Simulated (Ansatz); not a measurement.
# Is the response still linear at 0.5 V/Å? 1T-SbSI 3 layers, AA

The dipole of a slab grows in proportion to a weak field along its normal. Does the weak-field slope carry to a strong field?

How it was computed: Ansatz 0.2.0, plane waves with PAW datasets (its set soft_2), PBE-D4; atoms held at their relaxed places, 18 Å of vacuum, dipole correction, cell area 14.00 Å², 12×12 k-points, smearing 0.02585 eV. Without field the slab has a gap of 1.01 eV.

```tsv
run	field (V/Å)	dipole (e·Å)
run 1	−0.10	−0.20778
run 2	0.00	−0.07870
run 3	0.10	0.05047
run 4	0.50	?
```

**Question.** What value belongs in the row marked “?”, and how far can the other rows tell?

A least-squares line through the 3 rows shown has slope 1.291250 and intercept −0.078670; no row lies more than 0.00003 e·Å off it. A perfect conductor with that slope would be 180.95 × 1.29125 / 14.00 = 16.69 Å thick. At 0.50 it gives 1.291250 × 0.50 + (−0.078670) = 0.56696 e·Å, beyond the rows fitted. Rounding and scatter of the rows alone allow about ±0.00015 e·Å there.

The run itself gives 0.57168 e·Å: a miss of +0.00472 e·Å. That is under 1 % of the induced dipole, so the response is still linear.

Caveats: Ions are held, so this is the electronic response. Of the series that stay linear within 1 %, this collection keeps about one in seven, and it keeps all that bend. Spin-orbit coupling is left out, which changes the bands of elements this heavy.

[Logs are printed without paths, hosts, clocks, repeated set-up lines and the standing remarks that a program may print on its own settings, such as how far it seeks lower states.]
